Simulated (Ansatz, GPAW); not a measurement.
# A 11-layer slab of Pb(110): work function by functional and basis, part 2 of 2

Wanted: work functions and dipole of a 11-layer slab of Pb(110), with the cost of each level.

GPAW 26.7.0 and Ansatz 0.2.0; Ansatz plane waves; slab in vacuum with a dipole correction, relaxation; PAW set soft_1 (the session's first sound run).

So far, upper work function (eV): step 2 (relaxing the atoms, PBE) 3.70; step 4 (self-consistent run: xc = "vdW-DF2", GPAW, PAW setups, GPAW) 4.14; step 5 (self-consistent run: xc = "RPBE") 3.59; step 6 (OptPBE vdW: xc = "optPBE-vdW", GPAW, PAW setups, GPAW) 3.94; step 7 (self-consistent run: xc = "LDA") 4.03.

**8. Self-consistent run: xc = "revPBE"**

The same geometry under revPBE, to see how far the functional moves the levels against the vacuum.

Contents of run.py:

```python
import json
import numpy as np
from ase import Atoms
from gpaw import GPAW, PW

slab = Atoms(
    ['Pb', 'Pb', 'Pb', 'Pb', 'Pb', 'Pb', 'Pb', 'Pb', 'Pb', 'Pb', 'Pb'],
    positions=[
        [0.00000, 0.00000, 7.00000],
        [2.47500, 1.75009, 8.75009],
        [0.00000, 0.00000, 10.50018],
        [2.47500, 1.75009, 12.25027],
        [0.00000, 0.00000, 14.00036],
        [2.47500, 1.75009, 15.88078],
        [0.00000, 0.00000, 17.68684],
        [2.47500, 1.75009, 19.56823],
        [0.00000, 0.00000, 21.33078],
        [2.47500, 1.75009, 23.19290],
        [0.00000, 0.00000, 24.72617]],
    cell=[[4.95, 0.0, 0.0], [0.0, 3.50018, 0.0], [0.0, 0.0, 31.50089]],
    pbc=[True, True, False])

slab.calc = GPAW(mode=PW(400), xc='revPBE', kpts={'size': (7, 9, 1), 'gamma': True},
                 occupations={'name': 'fermi-dirac', 'width': 0.1}, nbands='200%',
                 convergence={'density': 1e-05}, maxiter=200,
                 poissonsolver={'dipolelayer': 'xy'},
                 symmetry={'tolerance': 1e-3}, txt='slab.txt')
result = {}
energy = slab.get_potential_energy()
fermi = slab.calc.get_fermi_level()
v = slab.calc.get_electrostatic_potential().mean((0, 1)) - fermi
n = slab.calc.get_pseudo_density().mean((0, 1))
L = slab.cell[2, 2]
z = np.arange(len(v)) * L / len(v)
low, high = slab.positions[:, 2].min(), slab.positions[:, 2].max()
below, above = np.interp([low - 4.8, high + 4.8], z, v)
slopes = [np.interp(x, z, np.gradient(v, z)) for x in (low - 4.8, high + 4.8)]
eps = np.array([[slab.calc.get_eigenvalues(k, s) for k in range(len(slab.calc.get_ibz_k_points()))]
                for s in range(slab.calc.get_number_of_spins())]) - fermi
top, bottom = eps[eps < 0].max(), eps[eps > 0].min()
dipole = slab.get_dipole_moment()[2]
print(f'energy {energy:.4f} eV, Fermi level {fermi:.4f} eV, dipole {dipole:.5f} e A')
print(f'potential 4.8 A off the faces, from the Fermi level: lower {below:.4f} eV, upper {above:.4f} eV')
print(f'slope of the potential there: lower {slopes[0]:.5f}, upper {slopes[1]:.5f} eV/A')
print(f'nearest levels on the mesh: {top:.4f} and {bottom:.4f} eV')
print('magnetic moment', round(slab.get_magnetic_moment(), 3))
result.update(energy=energy, fermi=fermi, dipole=dipole, below=below, above=above, slopes=slopes, edges=[top, bottom],
              z=z.tolist(), v=v.tolist(), n=n.tolist(), positions=slab.positions.tolist(),
              forces=slab.get_forces(apply_constraint=False).tolist(), moments=slab.get_magnetic_moments().tolist())
json.dump(result, open('result.json', 'w'))
```

On the command line:

```bash
$ OMP_NUM_THREADS=1 OPENBLAS_NUM_THREADS=1 python run.py
```

It took 61 min on 1 thread of Arm Neoverse N1, shared host; peak memory 0.84 GiB.

Numbers from this step:

```yaml
dipole_along_the_normal: -0.002695 e·Å
levels_nearest_the_fermi_level_on_the_mesh: -0.01437, 0.02198 eV from the Fermi level
upper_work_function: 3.597 eV
lower_work_function: 3.568 eV
```

The electrostatic potential energy of an electron (without an applied field's), less the Fermi level, planar mean oscillates, so the rows of the table below give means over windows of 1.82 Å about each position, cut where the curve ends. Its maxima inside the range that stand out by 2 % of the span (Å: eV): 7.9: -3.39, 9.6: -3.40, 11.4: -3.44, 13.2: -3.49, 14.9: -2.36, 16.8: -2.94, 18.6: -2.33, 20.5: -3.29, 22.3: -2.45, 24.0: -5.61. Its minima: 7.0: -12.2, 8.8: -12.5, 10.5: -12.7, 12.2: -12.6, 14.0: -12.5, 15.9: -12.5, 17.7: -12.5, 19.6: -12.5, 21.3: -12.5, 23.3: -12.7, 24.8: -12.5.

The electrostatic potential energy of an electron (without an applied field's), less the Fermi level, planar mean by z; means over each step:

| z (Å) | electrostatic potential energy of an electron (without an applied field's), less the Fermi level, planar mean (eV) |
| --- | --- |
| 0.91 | 3.57 |
| 2.73 | 3.57 |
| 4.55 | 3.41 |
| 6.37 | -4.14 |
| 8.19 | -7.68 |
| 10.01 | -7.74 |
| 11.83 | -7.72 |
| 13.65 | -7.58 |
| 15.47 | -7.02 |
| 17.29 | -7.31 |
| 19.11 | -7.02 |
| 20.93 | -7.54 |
| 22.75 | -7.23 |
| 24.57 | -7.91 |
| 26.39 | 2.54 |
| 28.21 | 3.58 |
| 30.03 | 3.60 |

The upper face's work function is 3.597 eV, against 3.726 eV in the first plane-wave PBE run at this geometry.

**9. Real-space grid: mode = "fd"**

A real-space grid is a second complete basis, so it checks the plane-wave result.

Edit run.py of step 8 so:

```diff
@@ -3,3 +3,3 @@
 from ase import Atoms
-from gpaw import GPAW, PW
+from gpaw import GPAW
 
@@ -22,3 +22,3 @@
 
-slab.calc = GPAW(mode=PW(400), xc='revPBE', kpts={'size': (7, 9, 1), 'gamma': True},
+slab.calc = GPAW(mode='fd', h=0.18, xc='PBE', kpts={'size': (7, 9, 1), 'gamma': True},
                  occupations={'name': 'fermi-dirac', 'width': 0.1}, nbands='200%',
```

It took 4.8 h on 1 thread; peak memory 6.1 GiB.

This step gave:

* dipole along the normal: -0.002769 e·Å
* levels nearest the Fermi level on the mesh: -0.01280, 0.02307 eV from the Fermi level
* upper work function: 3.725 eV
* lower work function: 3.696 eV

The electrostatic potential energy of an electron (without an applied field's), less the Fermi level, planar mean oscillates, so the rows of the table below give means over windows of 1.79 Å about each position, cut where the curve ends. Its maxima inside the range that stand out by 2 % of the span (Å: eV): 7.9: -3.24, 9.7: -3.34, 11.4: -3.34, 13.2: -3.35, 14.9: -2.22, 16.8: -2.84, 18.6: -2.23, 20.5: -3.22, 22.3: -2.34, 24.0: -5.49. Its minima: 7.1: -12.1, 8.7: -12.3, 10.5: -12.6, 12.3: -12.6, 14.0: -12.4, 15.8: -12.3, 17.7: -12.4, 19.5: -12.3, 21.3: -12.4, 23.2: -12.6, 24.7: -12.5.

Table of electrostatic potential energy of an electron (without an applied field's), less the Fermi level, planar mean by z; means over each step:

z (Å), electrostatic potential energy of an electron (without an applied field's), less the Fermi level, planar mean (eV) and a bar from the least value:
```
     0.90        3.7 ##############################
     2.69        3.7 ##############################
     4.47        3.6 ##############################
     6.27       -3.2 ##############
     8.05       -7.6 ####
     9.84       -7.7 ###
    11.63       -7.7 ###
    13.43       -7.6 ###
    15.21       -6.7 ######
    17.00       -7.2 ####
    18.79       -6.6 ######
    20.59       -7.6 ####
    22.38       -6.8 #####
    24.16       -9.1 
    25.96        0.7 #######################
    27.75        3.7 ##############################
    29.54        3.7 ##############################
    31.32        3.7 ##############################
```

The upper face's work function is 3.725 eV, against 3.726 eV in the first plane-wave PBE run at this geometry.

**10. Cost and result by level**

Times are for 1 thread of Arm Neoverse N1, shared host. The runs compared:

| no. | run | upper work function (eV) | lower work function (eV) | time | memory (GiB) |
| --- | --- | --- | --- | --- | --- |
| 1 | pw | 3.726 | 3.696 | 59 min | 0.84 |
| 2 | vdW DF2 | 4.137 | 4.133 | 1.8 h | 1.1 |
| 3 | RPBE | 3.587 | 3.559 | 57 min | 0.84 |
| 4 | optPBE vdW | 3.941 | 3.922 | 55 min | 1.1 |
| 5 | LDA | 4.028 | 3.996 | 58 min | 0.85 |
| 6 | revPBE | 3.597 | 3.568 | 61 min | 0.84 |
| 7 | fd | 3.725 | 3.696 | 4.8 h | 6.1 |

**11. A second plane-wave code**

A second program with its own datasets checks the number independently.

This step: Ansatz plane waves; slab in vacuum with a dipole correction; PAW set soft_1 (Ansatz 0.2.0).

Contents of input.yaml:

```yaml
crystal:
  lattice:
    - [4.95, 0.0, 0.0]
    - [0.0, 3.5001785669, 0.0]
    - [0.0, 0.0, 31.5008928344]
  atoms:
    - { symbol: Pb, position: [0.0, 0.0, 0.2222159237] }
    - { symbol: Pb, position: [0.5, 0.5, 0.277772739] }
    - { symbol: Pb, position: [0.0, 0.0, 0.3333295542] }
    - { symbol: Pb, position: [0.5, 0.5, 0.3888863695] }
    - { symbol: Pb, position: [0.0, 0.0, 0.4444431847] }
    - { symbol: Pb, position: [0.5, 0.5, 0.5041375738] }
    - { symbol: Pb, position: [0.0, 0.0, 0.561470916] }
    - { symbol: Pb, position: [0.5, 0.5, 0.6211959483] }
    - { symbol: Pb, position: [0.0, 0.0, 0.6771484425] }
    - { symbol: Pb, position: [0.5, 0.5, 0.7362616458] }
    - { symbol: Pb, position: [0.0, 0.0, 0.7849355104] }
kpoints:
  mp_grid: { grid: [7, 9, 1] }
hamiltonian:
  xc: pbe
  pseudopotentials: { kind: paw, azcp: { folder: soft_1 } }
scf:
  occupations: { method: fermi_dirac, width: 0.1 }
efield:
  axis: 3
  dipole_correction: true
  ramp_width: 0.05
output:
  forces: true
  write_potential: true
  write_density: true
  volumetric_format: npy
  elf: true
```

On the command line:

```bash
$ ansatz run input.yaml --threads 4 --pin off --max-ram 8192MiB --backend cpu --events-out ev --progress --plain --runs-dir out
```

Elapsed: 75 s, on 4 threads; peak memory 1.6 GiB.

This step gave:

```yaml
upper_work_function: 3.702 eV
lower_work_function: 3.673 eV
dipole_along_the_normal: -0.002774 e·Å
dipole_field: -9.20e-4 V/Å
vacuum_level_above: 9.099 eV
vacuum_level_below: 9.070 eV
```

The electrostatic potential energy of an electron (with the applied field's), less the Fermi level, planar mean oscillates, so the rows of the table below give means over windows of 1.75 Å about each position, cut where the curve ends. Its maxima inside the range that stand out by 2 % of the span (Å: eV): 7.9: -3.83, 9.6: -3.89, 11.4: -3.93, 13.1: -3.93, 14.9: -2.68, 16.8: -3.30, 18.7: -2.61, 20.4: -3.78, 22.3: -2.78, 23.9: -6.37. Its minima: 7.1: -6.36, 8.8: -6.55, 10.5: -6.69, 12.3: -6.69, 14.0: -6.57, 15.9: -6.51, 17.6: -6.51, 19.5: -6.55, 21.3: -6.56, 23.3: -6.82, 24.5: -6.78.

Electrostatic potential energy of an electron (with the applied field's), less the Fermi level, planar mean against z; means over each step:

| z (Å) | electrostatic potential energy of an electron (with the applied field's), less the Fermi level, planar mean (eV) |
| --- | --- |
| 0.88 | 3.68 |
| 2.62 | 3.67 |
| 4.38 | 3.57 |
| 6.12 | -0.993 |
| 7.88 | -5.45 |
| 9.62 | -5.54 |
| 11.38 | -5.60 |
| 13.12 | -5.58 |
| 14.88 | -4.85 |
| 16.62 | -5.23 |
| 18.38 | -4.87 |
| 20.12 | -5.45 |
| 21.88 | -5.00 |
| 23.62 | -6.50 |
| 25.38 | -2.29 |
| 27.12 | 3.53 |
| 28.88 | 3.70 |
| 30.62 | 3.70 |

The valence density, planar mean oscillates, so the rows of the table below give means over windows of 1.75 Å about each position, cut where the curve ends. Its maxima inside the range that stand out by 2 % of the span (Å: e/Å³): 7.0: 0.652, 8.8: 0.669, 10.5: 0.667, 12.3: 0.667, 14.0: 0.663, 15.9: 0.661, 17.6: 0.659, 19.5: 0.661, 21.3: 0.661, 23.2: 0.675, 24.6: 0.658. Its minima: 7.9: 0.261, 9.6: 0.262, 11.4: 0.263, 13.1: 0.262, 14.9: 0.222, 16.8: 0.242, 18.7: 0.219, 20.4: 0.259, 22.3: 0.227, 23.9: 0.361.

The valence density, planar mean by z; means over each step:

| z (Å) | valence density, planar mean (e/Å³) |
| --- | --- |
| 2.62 | 5.5e-5 |
| 4.38 | 0.00313 |
| 6.12 | 0.231 |
| 7.88 | 0.459 |
| 9.62 | 0.462 |
| 11.38 | 0.462 |
| 13.12 | 0.461 |
| 14.88 | 0.415 |
| 16.62 | 0.441 |
| 18.38 | 0.420 |
| 20.12 | 0.456 |
| 21.88 | 0.433 |
| 23.62 | 0.519 |
| 25.38 | 0.314 |
| 27.12 | 0.00542 |
| 28.88 | 8.5e-5 |
| 30.62 | 1.6e-6 |

Force by atom:

| atom | x (eV/Å) | y (eV/Å) | z (eV/Å) | size |
| --- | --- | --- | --- | --- |
| Pb1 | 0.000 | 0.000 | 0.270 | 0.270 |
| Pb2 | 0.000 | 0.000 | -0.338 | 0.338 |
| Pb3 | 0.000 | 0.000 | -0.129 | 0.129 |
| Pb4 | 0.000 | 0.000 | 0.019 | 0.019 |
| Pb5 | 0.000 | 0.000 | 0.171 | 0.171 |
| Pb6 | 0.000 | 0.000 | 0.002 | 0.002 |
| Pb7 | 0.000 | 0.000 | 0.004 | 0.004 |
| Pb8 | 0.000 | 0.000 | 0.002 | 0.002 |
| Pb9 | 0.000 | 0.000 | 0.008 | 0.008 |
| Pb10 | 0.000 | 0.000 | -0.001 | 0.001 |
| Pb11 | 0.000 | 0.000 | -0.008 | 0.008 |

Valence density in the ca plane at fractional y = 0.000, with atoms of Pb within 0.2 Å of it. It is the smooth field of the valence electrons, not physical close to the nuclei.

Ten steps, logarithmic in the rise over the least value, from '0' (0.0 e/Å³) to '9' (7.6 e/Å³), each cell a mean:
```
89864212468986421247898642236899742100000000
77753111357775321235777532224677531000000000
44432111234443211123444321123444321000000000
22211111112221111112222111112222110000000000
11111111111111111111111111111111000000000000
11111111111111111111111111111110000000000000
10111121111011111111101111111110000000000000
11111111111111111111111111111110000000000000
11111111111111111111111111111111100000000000
33321111123332111112333211122333210000000000
56542111245654211124565421123566421000000000
88863212368886321236888632235788642000000000
99974212479997421247999742236899752100000000
```
Columns run along c (16.0 Å, from fractional 0.44 to 0.94 of the cell), rows up along a (5.0 Å). Atoms in or near the plane, at fractional coordinates: Pb at (0.44, 0.00), Pb at (0.56, 0.00), Pb at (0.68, 0.00), Pb at (0.78, 0.00).

ELF in the ca plane at fractional y = 0.000, with atoms of Pb within 0.2 Å of it. It is the smooth field of the valence electrons, not physical close to the nuclei.

Ten even steps from '0' (0.00) to '9' (0.49), each cell a mean:
```
20387535783028754588203876567401799963100000
76786535687678653578767865557767999852100000
78765434567877543457787654556788898631000000
56544344455655434445555434455667775310000000
33333444333333334433333233444444432100000000
22223444332222334433222233344332110000000000
22223444332222334433222233344332100000000000
22233444332222334433222233444433221000000000
44443344444544334444444333445556653210000000
67664434466776443446676544455678887521000000
88876434678887643467888765556888999742000000
53587535785358753578535876567634899963100000
10177535771017754587101776567200699963100000
```
Columns run along c (16.0 Å, from fractional 0.44 to 0.94 of the cell), rows up along a (5.0 Å). Atoms in or near the plane, at fractional coordinates: Pb at (0.44, 0.00), Pb at (0.56, 0.00), Pb at (0.68, 0.00), Pb at (0.78, 0.00).

Electrostatic potential energy in the ca plane at fractional y = 0.000, with atoms of Pb within 0.2 Å of it. With pseudopotentials it is smooth inside the atoms' cores, unlike the true potential.

Values in eV, 7 rows by 16 columns, each cell a mean:
```
-34 -11   6 -21 -32   1   1 -32 -21   5 -22 -31   2   9   9   9
 -5   4   8   1  -3   7   6  -3   1   7   1  -3   7   9   9   9
  8   8   7   8   8   7   7   8   8   7   7   8   9   9   9   9
  8   8   6   8   8   7   7   8   8   6   8   9   9   9   9   9
  7   7   7   7   7   7   7   7   7   7   7   7   8   9   9   9
-15   1   7  -4 -12   6   5 -12  -4   7  -5 -12   6   9   9   9
-34 -14   6 -25 -33  -1  -1 -33 -24   4 -25 -33   0   9   9   9
```
Columns run along c (16.0 Å, from fractional 0.44 to 0.94 of the cell; values clipped at the 3rd and 97th percentile), rows up along a (5.0 Å). Atoms in or near the plane, at fractional coordinates: Pb at (0.44, 0.00), Pb at (0.56, 0.00), Pb at (0.68, 0.00), Pb at (0.78, 0.00).

The upper face's work function is 3.702 eV, against 3.726 eV in the first plane-wave PBE run at this geometry.

**12. Side by side**

Results and costs are gathered.

This step: comparison of work functions, dipole and cost; PAW set soft_1 (GPAW 26.7.0).

Ladder, by row:

| step | code | work function, upper (eV) | work function, lower (eV) | dipole (e Å) | wall time (s) | peak memory (GiB) | threads |
| --- | --- | --- | --- | --- | --- | --- | --- |
| pw | GPAW | 3.726 | 3.696 | -0.002813 | 3560 | 0.84 | 1 |
| vdW-DF2 | GPAW | 4.137 | 4.133 | -3.46e-4 | 6472 | 1.14 | 1 |
| RPBE | GPAW | 3.587 | 3.559 | -0.00264 | 3421 | 0.84 | 1 |
| optPBE-vdW | GPAW | 3.941 | 3.922 | -0.001842 | 3283 | 1.14 | 1 |
| LDA | GPAW | 4.028 | 3.996 | -0.002958 | 3490 | 0.85 | 1 |
| revPBE | GPAW | 3.597 | 3.568 | -0.002695 | 3672 | 0.84 | 1 |
| fd | GPAW | 3.725 | 3.696 | -0.002769 | 17117 | 6.09 | 1 |
| ansatz | Ansatz | 3.702 | 3.673 | -0.002774 | 74.72 | 1.591 | 4 |

**13. Results**

```json
{"work function, upper and lower face": "3.726 and 3.696 eV", "dipole along the normal": "-0.00281 e Å"}
```

What this shows: With plane waves and PBE the work function is 3.73 eV on the upper face and 3.70 eV on the lower. The measured value for polycrystalline Pb, which weights the faces of low work function, is 4.25 eV (as compiled in "Anisotropic work function of elemental crystals", 2019, arxiv:1902.07811); the relaxed upper face lies 0.52 eV under it with PBE, and vdW-DF2 comes nearest (4.14 eV). Measured work functions scatter by a tenth of an eV or more between methods. Over the sound runs of the table the upper face's work function spans 3.587 (RPBE) to 4.137 eV (vdW-DF2). The two plane-wave codes differ by 0.024 eV on the upper face. The small printed dipole stands for a step of 29 meV from the lower to the upper face, and the probes find 30 meV; values this small are near the numerical noise of both. The in-plane lattice was kept as typed, which isn't the functional's own and leaves some strain; spin-orbit coupling and temperature are left out.

[Logs are printed without paths, hosts, clocks, repeated set-up lines and the standing remarks that a program may print on its own settings, such as how far it seeks lower states.]

[Hosts, paths, dates, database ids (printed as entryN), source tags and the programs' standing remarks are cut or masked in the printed files.]
